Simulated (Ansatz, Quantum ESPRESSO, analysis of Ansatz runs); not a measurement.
# How often does Cd try the jump in Li2CdCl4 (Imma)?

Aim: the prefactor of a hop in Li2CdCl4 (Imma) (V_Cd hop (3.8 Å), charge −2) from the modes of the moving atom at the start and at the top of a path found beforehand. Model: a cell of 56 host atoms with 1 Cd taken out.

Program: Ansatz 0.2.0. Level of theory: plane-wave PAW DFT, PBEsol; finite-difference force constants of the moving atom alone. Values are calculated unless marked as measured.

## 1. The structure

The cell holds 55 atoms: 16 Li, 7 Cd and 32 Cl. Cell: a = 12.949 Å, b = 12.809 Å, c = 10.609 Å, α = 66.4°, β = 65.0°, γ = 48.6°. It derives from Li2CdCl4 (space group Imma). Nearest the centre at fractional (0.125, 0.875, 0.625): Cd17 at 1.72 Å, Cl28 at 1.90 Å, Cl39 at 1.91 Å, Li5 at 3.01 Å, Li12 at 3.01 Å, Cl27 at 3.12 Å, Cl32 at 3.20 Å, Cl52 at 3.33 Å. The cell carries charge −2.

The cell's shortest repeat is 10.6 Å.

## 2. Vibrations of the moving atom at the start point

Harmonic transition-state theory takes the prefactor from the modes at the minimum and at the top. Only the moving atom is displaced, by 0.02 Å, which takes six displaced runs and a reference; the host's atoms are held.

Input file qm2.start.modes/input.yaml:

```yaml
crystal:
  lattice:
    - [0.0, 7.62069338, 10.46883164]
    - [7.38023042, 0.0, 10.46883164]
    - [7.38023042, 7.62069338, 0.0]
  atoms:
    - { symbol: Li, position: [0.19341699, 0.45180402, 0.04849783] }
    - { symbol: Li, position: [0.43846201, 0.69776791, 0.3048577] }
    - { symbol: Li, position: [0.69698774, 0.94557566, 0.55453511] }
    - { symbol: Li, position: [0.94099307, 0.19545574, 0.80244566] }
    - { symbol: Li, position: [0.13755675, 0.62827058, 0.63616249] }
    - { symbol: Li, position: [0.36263966, 0.8720989, 0.86383574] }
    - { symbol: Li, position: [0.62594585, 0.12672953, 0.12174366] }
    - { symbol: Li, position: [0.87414779, 0.37361484, 0.37822003] }
    - { symbol: Li, position: [0.12590005, 0.12198509, 0.12649709] }
    - { symbol: Li, position: [0.37419313, 0.37863521, 0.37319574] }
    - { symbol: Li, position: [0.59835946, 0.6360804, 0.62793036] }
    - { symbol: Li, position: [0.901521, 0.86438711, 0.87200059] }
    - { symbol: Li, position: [0.06158457, 0.80274425, 0.19483634] }
    - { symbol: Li, position: [0.30659992, 0.04862539, 0.45143626] }
    - { symbol: Li, position: [0.55922765, 0.30484438, 0.69727542] }
    - { symbol: Li, position: [0.80319737, 0.55484663, 0.94514438] }
    - { symbol: Cd, position: [0.01404613, -0.01003657, 0.51003477] }
    - { symbol: Cd, position: [0.25008976, 0.25018891, 0.74979534] }
    - { symbol: Cd, position: [0.48602993, 0.51041395, -0.01022704] }
    - { symbol: Cd, position: [0.74996012, 0.7502361, 0.24995635] }
    - { symbol: Cd, position: [-0.00144349, 0.50174415, 0.50132273] }
    - { symbol: Cd, position: [0.5014527, -0.00116614, -0.00154355] }
    - { symbol: Cd, position: [0.75010627, 0.25020389, 0.24982604] }
    - { symbol: Cl, position: [0.13230274, 0.12298139, 0.88171626] }
    - { symbol: Cl, position: [0.38531647, 0.36539072, 0.13467794] }
    - { symbol: Cl, position: [0.63687262, 0.61828881, 0.37707535] }
    - { symbol: Cl, position: [0.8856979, 0.86916547, 0.63101143] }
    - { symbol: Cl, position: [0.24780867, 0.74791202, 0.4942898] }
    - { symbol: Cl, position: [0.49687518, 1.00143555, 0.75271583] }
    - { symbol: Cl, position: [0.74257313, 0.25322571, 0.00602658] }
    - { symbol: Cl, position: [0.99627813, 0.49950879, 0.25411542] }
    - { symbol: Cl, position: [0.11210997, 0.63207429, 0.86840128] }
    - { symbol: Cl, position: [0.36763239, 0.88949564, 0.11177372] }
    - { symbol: Cl, position: [0.61708153, 0.13622945, 0.36399287] }
    - { symbol: Cl, position: [0.86878453, 0.38837583, 0.61062626] }
    - { symbol: Cl, position: [0.24959743, 0.24640234, 0.00018849] }
    - { symbol: Cl, position: [0.50156931, 0.49438757, 0.24632943] }
    - { symbol: Cl, position: [0.75068804, 0.74772658, 0.49827527] }
    - { symbol: Cl, position: [0.98906477, 1.00667186, 0.75189116] }
    - { symbol: Cl, position: [-0.00140529, 0.00602969, 0.25340945] }
    - { symbol: Cl, position: [0.25046994, 0.25412549, 0.49946925] }
    - { symbol: Cl, position: [0.51102326, 0.49365713, 0.74793322] }
    - { symbol: Cl, position: [0.74926086, 0.75274027, 1.00164948] }
    - { symbol: Cl, position: [0.13244511, 0.61100841, 0.38788459] }
    - { symbol: Cl, position: [0.38789506, 0.86843984, 0.6315817] }
    - { symbol: Cl, position: [0.63134174, 0.1120542, 0.88923274] }
    - { symbol: Cl, position: [0.88305278, 0.36424508, 0.13577167] }
    - { symbol: Cl, position: [0.00331518, 0.49905386, 0.74698523] }
    - { symbol: Cl, position: [0.25234263, 0.75250338, 1.00551963] }
    - { symbol: Cl, position: [0.50365579, 0.00097844, 0.24575136] }
    - { symbol: Cl, position: [0.75755917, 0.24718357, 0.49371014] }
    - { symbol: Cl, position: [0.11478815, 0.13498063, 0.3651518] }
    - { symbol: Cl, position: [0.36784084, 0.37746463, 0.61802381] }
    - { symbol: Cl, position: [0.61443221, 0.63119828, 0.86878757] }
    - { symbol: Cl, position: [0.86308844, 0.88216193, 0.12281256] }
  symmetry: { detect: false }
total_charge: -2
basis:
  ecutwfc: 420
  xc_grid: 2
hamiltonian:
  xc: pbesol
kpoints:
  mp_grid: { grid: [1, 1, 1], shift: [0.25, 0.25, 0.25] }
scf:
  occupations: { method: fixed }
  max_iter: 150
phonons:
  supercell: [1, 1, 1]
  displaced_sites: [16]
  amplitude: 0.02
```

Launch:

```bash
$ ansatz run input.yaml --threads 16 --pin off --max-ram 26378MiB --backend cpu --events-out ev --progress --plain --runs-dir out
```

The program printed:

```text
Engine: ansatz 0.2.0, x86_64-unknown-linux-gnu
Pseudopotentials: kind: paw
Pseudopotential: Li, paw, valence charge 3, recommended cutoff 420 eV (normal), Li.paw.azcp
Pseudopotential: Cd, paw, valence charge 20, recommended cutoff 420 eV (normal), Cd.paw.azcp
Pseudopotential: Cl, paw, valence charge 7, recommended cutoff 420 eV (normal), Cl.paw.azcp
Functional definition: PBEsol
  exchange = pbesol_x
  correlation = pbesol_c
Crystal: 55 atoms, lattice volume = 1177.586 Å³
Basis set: ecut = 420 eV, 23051 PW (Γ), exchange–correlation on 180×180×144 points (8 copies of the dense FFT grid, shifted against one another)
Bands: 262, of which v1, the nominal top of the filled ones, is band 207 counted from 1 (206 counted from 0)
Symmetry: 1 space group operations
k-points: 1
Non-local potential: Li, projectors of the file, l = 0: 3, l = 1: 2, l = 2: 1
Non-local potential: Cd, projectors of the file, l = 0: 3, l = 1: 2, l = 2: 2, l = 3: 1
Non-local potential: Cl, projectors of the file, l = 0: 2, l = 1: 2, l = 2: 2
PAW form: soft (Blöchl's): semilocal exchange-correlation on the pseudo side does not see the compensation charge
PAW frozen core: Cd, regenerated for the run's functional, and the local potential with it (the file was generated under x = pbe(κ = 0.804, μ = 0.219515), c = pbe(β = 0.066725))
PAW frozen core: Cl, regenerated for the run's functional, and the local potential with it (the file was generated under x = pbe(κ = 0.804, μ = 0.219515), c = pbe(β = 0.066725))
PAW one-centre angular grid: Li, 110 points (default); XC on 64 Gauss nodes
PAW one-centre angular grid: Cd, 590 points (default); XC on 64 Gauss nodes
PAW one-centre angular grid: Cl, 110 points (default); XC on 64 Gauss nodes
Initial density: superposition of atomic densities (neutral atoms scaled as one to the charged cell's electrons: chi_scale 0, normalization atom), corrected by the library's trained network
Initial wavefunctions: pseudopotential atomic-orbital guess
Functional: x = pbesol(κ = 0.804, μ = 0.123457), c = pbesol(β = 0.046)
SCF iter   1: F=—  HF=-94557.603758 eV  |F-HF|=—  |Δ(HF+E_count)|=         —  Δρ=1.54e-2  dr2=3.41e0  ethr=1.77e-3  ⟨swp⟩=5.0  Hψ=834  notcnv=0  defer=53
preconditioner: auto → Resta (q_TF=auto, 2.292 Å⁻¹)  ε∞=3.5  [insulator: Δε(μ)=3.959 eV  Ē_g=12.426 eV  n_scr=242 (ndim 8)  ℏωp=19.5 eV  f_vac=0.064  ε∞_Penn≈3.5]
SCF iter   2: F=—  HF=-94556.499997 eV  |F-HF|=—  |Δ(HF+E_count)|=    1.10e0  Δρ=3.25e-3  dr2=2.45e-1  ethr=8.24e-4  ⟨swp⟩=3.0  Hψ=506  notcnv=0  defer=53
SCF iter   3: F=—  HF=-94556.433336 eV  |F-HF|=—  |Δ(HF+E_count)|=   6.67e-2  Δρ=1.40e-3  dr2=4.20e-2  ethr=5.93e-5  ⟨swp⟩=3.0  Hψ=435  notcnv=0  defer=53
SCF iter   4: F=—  HF=-94556.427149 eV  |F-HF|=—  |Δ(HF+E_count)|=   6.19e-3  Δρ=3.58e-4  dr2=2.20e-3  ethr=1.02e-5  ⟨swp⟩=3.0  Hψ=479  notcnv=0  defer=53
SCF iter   5: F=—  HF=-94556.428176 eV  |F-HF|=—  |Δ(HF+E_count)|=   1.03e-3  Δρ=9.15e-5  dr2=1.45e-4  ethr=5.31e-7  ⟨swp⟩=2.0  Hψ=353  notcnv=0  defer=53
SCF iter   6: F=—  HF=-94556.428260 eV  |F-HF|=—  |Δ(HF+E_count)|=   8.37e-5  Δρ=3.17e-5  dr2=1.24e-5  ethr=3.50e-8  ⟨swp⟩=2.0  Hψ=365  notcnv=0  defer=48
SCF iter   7: F=—  HF=-94556.429596 eV  |F-HF|=—  |Δ(HF+E_count)|=   1.34e-3  Δρ=1.27e-5  dr2=2.01e-6  ethr=2.99e-9  ⟨swp⟩=2.0  Hψ=416  notcnv=0  defer=48
SCF iter   8: F=—  HF=-94556.429597 eV  |F-HF|=—  |Δ(HF+E_count)|=   1.14e-6  Δρ=4.13e-6  dr2=1.88e-7  ethr=4.86e-10  ⟨swp⟩=2.0  Hψ=420  notcnv=0  defer=48
SCF iter   9: F=—  HF=-94556.429597 eV  |F-HF|=—  |Δ(HF+E_count)|=   2.35e-7  Δρ=1.60e-6  dr2=3.12e-8  ethr=4.55e-11  ⟨swp⟩=2.0  Hψ=420  notcnv=0  defer=48
SCF iter  10: F=—  HF=-94556.429597 eV  |F-HF|=—  |Δ(HF+E_count)|=   1.72e-8  Δρ=5.61e-7  dr2=3.19e-9  ethr=7.53e-12  ⟨swp⟩=2.0  Hψ=416  notcnv=0  defer=48
[...]
SCF 1 converged in 11 iterations: F = -94556.429597 eV  dr2 = 2.63e-10
  greatest PAW one-centre occupation: 1.000 electrons in one spin orbital (limit 2), on the Cd atom at site 21 (counted from 0), in its partial waves of l = 0
Initial density: handed on by an earlier stage of this run
Initial wavefunctions: those handed on with the density
[...]
SCF 2 converged in 9 iterations: F = -94556.428414 eV  dr2 = 1.46e-11
[...]
eigensolver tolerance schedule calibrated: the retry pair's looser diagonalisation under-reported the residual by θ = 0.80 (0.12/decade); [...]
[...]
SCF 3 converged in 5 iterations: F = -94556.428461 eV  dr2 = 6.75e-11
[...]
SCF 4 converged in 9 iterations: F = -94556.428449 eV  dr2 = 1.64e-11
[...]
eigensolver tolerance schedule calibrated: the retry pair's looser diagonalisation under-reported the residual by θ = 0.81 (0.12/decade); [...]
[...]
SCF 5 converged in 5 iterations: F = -94556.428582 eV  dr2 = 6.15e-11
[...]
SCF iter   6: F=—  HF=-94556.428448 eV  |F-HF|=—  |Δ(HF+E_count)|=   3.15e-8  Δρ=1.66e-6  dr2=2.74e-8  ethr=4.23e-11  ⟨swp⟩=2.0  Hψ=414  notcnv=0  defer=48
SCF iter   7: F=—  HF=-94556.428448 eV  |F-HF|=—  |Δ(HF+E_count)|=   5.88e-9  Δρ=2.77e-7  dr2=1.12e-9  ethr=6.61e-12  ⟨swp⟩=2.0  Hψ=413  notcnv=0  defer=48
SCF iter   8: F=—  HF=-94556.428448 eV  |F-HF|=—  |Δ(HF+E_count)|=  7.28e-10  Δρ=1.09e-7  dr2=1.66e-10  ethr=1.00e-12  ⟨swp⟩=4.0  Hψ=818  notcnv=0
SCF iter   9: F=-94556.428448 eV  HF=-94556.428448 eV  |F-HF|=4.37e-11  |Δ(HF+E_count)|=  1.46e-10  Δρ=3.28e-8  dr2=1.32e-11  ethr=1.00e-12  ⟨swp⟩=4.0  Hψ=685  notcnv=0
SCF 6 converged in 9 iterations: F = -94556.428448 eV  dr2 = 1.32e-11
iter 1 solved again at ethr=8.85e-10 eV; its pass at ethr=3.10e-3 eV (dr2=3.66e-6 eV) is discarded
SCF iter   1: F=—  HF=-94556.428292 eV  |F-HF|=—  |Δ(HF+E_count)|=         —  Δρ=5.39e-5  dr2=1.81e-5  ethr=8.85e-10  ⟨swp⟩=3.0  Hψ=1000  notcnv=0  defer=48
eigensolver tolerance schedule calibrated: the retry pair's looser diagonalisation under-reported the residual by θ = 0.80 (0.12/decade); [...]
SCF iter   2: F=—  HF=-94556.428371 eV  |F-HF|=—  |Δ(HF+E_count)|=   7.90e-5  Δρ=1.87e-5  dr2=1.18e-6  ethr=8.85e-10  ⟨swp⟩=3.0  Hψ=418  notcnv=0  defer=48
SCF iter   3: F=—  HF=-94556.428371 eV  |F-HF|=—  |Δ(HF+E_count)|=   2.10e-7  Δρ=7.38e-6  dr2=1.71e-7  ethr=1.92e-10  ⟨swp⟩=2.0  Hψ=326  notcnv=0  defer=48
SCF iter   4: F=—  HF=-94556.428371 eV  |F-HF|=—  |Δ(HF+E_count)|=   1.38e-8  Δρ=3.60e-7  dr2=1.05e-9  ethr=2.79e-11  ⟨swp⟩=2.0  Hψ=409  notcnv=0  defer=48
SCF iter   5: F=-94556.428371 eV  HF=-94556.428371 eV  |F-HF|=5.82e-11  |Δ(HF+E_count)|=    0.00e0  Δρ=8.16e-8  dr2=7.11e-11  ethr=1.00e-12  ⟨swp⟩=4.0  Hψ=819  notcnv=0
SCF 7 converged in 5 iterations: F = -94556.428371 eV  dr2 = 7.11e-11
SCF converged after 11 iterations
Free energy (F): -94556.429597 eV
Harris-Foulkes:  -94556.429597 eV  (|F-HF|=4.37e-10)
Internal energy: -94556.429597 eV  (E = F + TS)
E sigma→0 (E₀):  -94556.429597 eV
Fermi energy:    2.572609 eV
--- Per-component energies (eV) ---
  E_band       = -5987.194892
  E_kinetic    = 9057.069931
  E_local      = -44926.337717  (includes V_loc(G=0)·N_el)
  E_nonlocal   = 670.275827
  E_hartree    = 19391.726332
  E_xc         = -4802.934518
  E_vxc        = -5669.492474  (∫ρ·V_xc dr)
  E_paw        = -48964.545033  (= ΣΔE_a)
  E_vpaw       = -3902.167162  (= ΣTr[D̂ρ^β])
  E_aug_tail   = 0.003298  (compensation charges beyond the density's cutoff)
  E_ewald      = -24986.591262
  E_core_change = 4.903545  (= ΣΔE_core)
  E_smearing   = -0.000000  (= −TS)
  E_closure    = 0.000000  (closes the sum)
  E_deformation_potential = -21.199580  (in the stress; not in F)
  Σ components = -94556.429597   (vs F -94556.429597, Δ=0.00e0)
--- Forces (eV/Å), atoms counted from 1 ---
  atom   1  Li    -0.00034412     0.00092653    -0.00052660
  atom   2  Li    -0.00119449    -0.00208835    -0.00100263
  [... 2 atoms left out ...]
  atom   5  Li    -0.00147246     0.00277490     0.00062885
  [... 6 atoms left out ...]
  atom  12  Li    -0.00025677     0.00356496     0.00000980
  [... 1 atom left out ...]
  atom  14  Li     0.00039094    -0.00139632     0.00074370
  [... 2 atoms left out ...]
  atom  17  Cd    -0.00118377    -0.00326856     0.00198347
  [... 9 atoms left out ...]
  atom  27  Cl    -0.00003862     0.00078863     0.00238337
  atom  28  Cl    -0.00038147     0.00161581    -0.00224248
  [... 3 atoms left out ...]
  atom  32  Cl    -0.00048778     0.00098791     0.00188735
  [... 6 atoms left out ...]
  atom  39  Cl    -0.00012633     0.00177656    -0.00167407
  [... 5 atoms left out ...]
  atom  45  Cl    -0.00047040    -0.00129409    -0.00221241
  [... 6 atoms left out ...]
  atom  52  Cl     0.00036610     0.00104319     0.00139917
  [... 3 atoms left out ...]
  max |Σ_I F_I| component: 2.44e-6 eV/Å
--- Band table (eV) ---
  k-point 0: bands = ["-98.0559", "-98.0555", "-98.0086", "-98.0082", [... 254 left out ...] "11.4705", "11.5225", "11.5649", "11.6057"]
--- Phonons: 6 displaced members + reference (amplitude 0.02 Å, Σ member SCF iterations 42) ---
  symmetry images taken by strict's conditions (phonons.symmetry_images: auto; settled by no image being taken that strict refuses)
  force constants formed among 1 of 55 sites (Cd 16); the other 54 at rest. The modes move the named sites alone.
  the frequencies, the zero-point energy and the sums are of the block with the acoustic sum rule laid on its rows. Row sums over every site: 7.3e-5 eV/Å² at the most
  transpose residual: 3.1e-4 eV/Å²
  largest component of a force at the reference: 3.3e-3 eV/Å on a named site, 3.6e-3 eV/Å on a site at rest
  frequencies among the named sites at Γ of the cell (cm⁻¹): 106.88 118.44 126.61
  unstable modes among the named sites: 0
  frequencies as built, with no sum rule (cm⁻¹): 106.88 118.44 126.61
  zero-point energy: 0.021817 eV/cell   skipped modes (ω ≤ 0): 0
  not written: the harmonic force-constant file, the file of eigenvectors (these modes' are written with the force constants), the density of states and the dispersion, which are of every site
```

It took 15 s on 16 threads of Intel Xeon 6975P-C (Granite Rapids), shared host; peak memory 2.2 GiB; 3.3 min of CPU time.

Read from the output:

- free energy: -94556.4296 eV
- frequencies of moving atom: 106.9, 118.4, 126.6 cm⁻¹ (negative: imaginary)

The three modes are 107, 118 and 127 cm⁻¹: all real, a minimum for this atom with the others held.

[end of part 1 of 2]

[Long decimals in the printed logs are rounded to 6 places.]

[Repeated set-up lines and some long k-point lines are left out of the logs, and relaxed atomic positions are cut to six decimals.]

[Logs are printed without paths, hosts, clocks, repeated set-up lines and the standing remarks that a program may print on its own settings, such as how far it seeks lower states.]

[Hosts, paths, dates, database ids (printed as entryN), source tags and the programs' standing remarks are cut or masked in the printed files.]
